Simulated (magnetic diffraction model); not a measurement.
# TmB4Pt4 below its ordering temperature

Space group P4_2/nmc (no. 137, origin choice 1), a = 5.3880 Å, c = 7.6170 Å.

| site | atom | x | y | z |
| --- | --- | --- | --- | --- |
| 8g | Pt | 1/2 | 0.2477 | 0.1542 |
| 2a | Tm | 1/2 | 1/2 | 1/2 |
| 8g | B | 1/2 | 0.8316 | 0.8594 |

The compound is invented for this exercise: a known structure type with other elements, its cell scaled to their sizes and not relaxed.

Only Tm is taken to order (form factors of Tm3+); orders and moment sizes are assumed, and not adapted to the symmetry. Radiation: neutrons of λ = 2.41 Å (absorption by B left out), 2° to 90°; isotropic B of 0.1 Å² (Pt), 0.12 Å² (Tm) and 0.29 Å² (B). Simulated constant-wavelength pattern: nuclear and magnetic terms add, the magnetic one as |2.695 fm × Σ f S⊥ exp(2πi Q·r) exp(−B s²)|², summed over all Q at one angle with the factor 1/(sin²θ cos θ). For a modulated order the moment at position r is S exp(−2πi k·r) + c.c., with S = m/2 for a sine wave of amplitude m and S = m(u + iv)/2 for moments turning in a plane, u and v being orthogonal unit vectors in it; the phase factor of the sum at Q = H + k is then exp(2πi H·r). Free-ion form factors, Sears's scattering lengths of 1992, no absorption; a label names one of the reflections at its angle. The strongest nuclear line in the range is 100, and lines under 0.2 are left out.

Above the ordering temperature:

| 2θ (°) | index | I |
| --- | --- | --- |
| 31.80 | (1 0 1) | 13.2 |
| 36.88 | (1 1 0) | 1.5 |
| 36.89 | (0 0 2) | 5.9 |
| 45.59 | (1 0 2) | 1.1 |
| 53.14 | (2 0 0) | 7.8 |
| 53.15 | (1 1 2) | 9.2 |
| 56.65 | (2 0 1) | 35.8 |
| 63.27 | (2 1 1) | 100.0 |
| 63.29 | (1 0 3) | 74.0 |
| 66.44 | (2 0 2) | 2.8 |
| 72.57 | (2 1 2) | 40.5 |
| 78.48 | (2 2 0) | 54.4 |
| 78.51 | (0 0 4) | 25.4 |
| 84.31 | (1 0 4) | 2.9 |
| 87.16 | (3 0 1) | 16.9 |
| 87.17 | (2 1 3) | 49.1 |

Below it (cell unchanged):

```csv
2θ (°),I
18.71,28.8
21.48,20.7
26.21,14.2
30.25,10.3
31.80,13.2
36.88,1.5
36.89,5.9
38.70,16.3
43.09,6.3
44.46,13.8
45.59,1.1
45.81,8.8
48.42,5.5
52.14,6.3
53.14,7.8
53.15,9.2
55.69,5.2
56.65,35.8
56.84,5.7
56.86,2.8
57.97,3.1
61.29,4.6
62.37,2.9
63.27,100.0
63.29,74.0
64.51,4.0
66.44,2.8
67.67,4.4
68.68,5.9
70.72,4.0
71.74,4.2
72.57,40.5
74.72,3.9
76.69,5.0
77.67,4.3
77.69,2.2
```
(The table stops after 36 lines; 14 more lie at higher angle.)

**Question.** Check that the new lines index with k = (1/6 0 0), then choose among these models:
A. moments turning in the plane of [010] and [001], 6.5 μB on Tm; signs + at (1/2, 1/2, 1/2), − at (0, 0, 0)
B. a sine wave with moments along [010] (amplitudes given), 6.5 μB on Tm; signs + at (1/2, 1/2, 1/2), − at (0, 0, 0)
C. moments turning in the plane of [100] and [010], 6.5 μB on Tm; signs + at (1/2, 1/2, 1/2), − at (0, 0, 0)
D. moments turning in the plane of [001] and [100], 6.5 μB on Tm; signs + at (1/2, 1/2, 1/2), − at (0, 0, 0)

The new lines index as (1/6 0 1) at 18.71°, (5/6 0 0) at 21.48°, (1/6 1 0) at 26.21° and (7/6 0 0) at 30.25°, that is as H ± k with k = (1/6 0 0), one of 2 inequivalent arms of its star (k and −k counted as one), which a powder can't tell apart. Satellites come in pairs about each point of the reciprocal lattice.

Magnetic intensity, observed (below minus above) and for each model:

| 2θ (°) | index | observed | A | B | C | D |
| --- | --- | --- | --- | --- | --- | --- |
| 18.71 | (1/6 0 1) | 28.8 | 28.8 | 27.3 | 53.2 | 27.3 |
| 21.48 | (5/6 0 0) | 20.7 | 20.7 | 10.3 | 10.3 | 10.3 |
| 26.21 | (1/6 1 0) | 14.2 | 14.2 | 0.4 | 13.8 | 27.2 |
| 30.25 | (7/6 0 0) | 10.3 | 10.3 | 5.2 | 5.2 | 5.2 |
| 38.70 | (5/6 1 1) | 16.3 | 16.3 | 6.8 | 15.2 | 18.1 |
| 44.46 | (7/6 1 1) | 13.8 | 13.8 | 6.1 | 11.0 | 12.6 |
| 45.81 | (1/6 1 2) | 8.8 | 8.8 | 5.9 | 14.6 | 11.7 |
| 56.84 | (1/6 2 1) | 5.7 | 5.7 | 0.7 | 6.2 | 10.6 |

Model A matches.

The structure used: k = (1/6 0 0), moments turning in the plane of [010] and [001], 6.5 μB on Tm; signs + at (1/2, 1/2, 1/2), − at (0, 0, 0).

[Logs are printed without paths, hosts, clocks, repeated set-up lines and the standing remarks that a program may print on its own settings, such as how far it seeks lower states.]
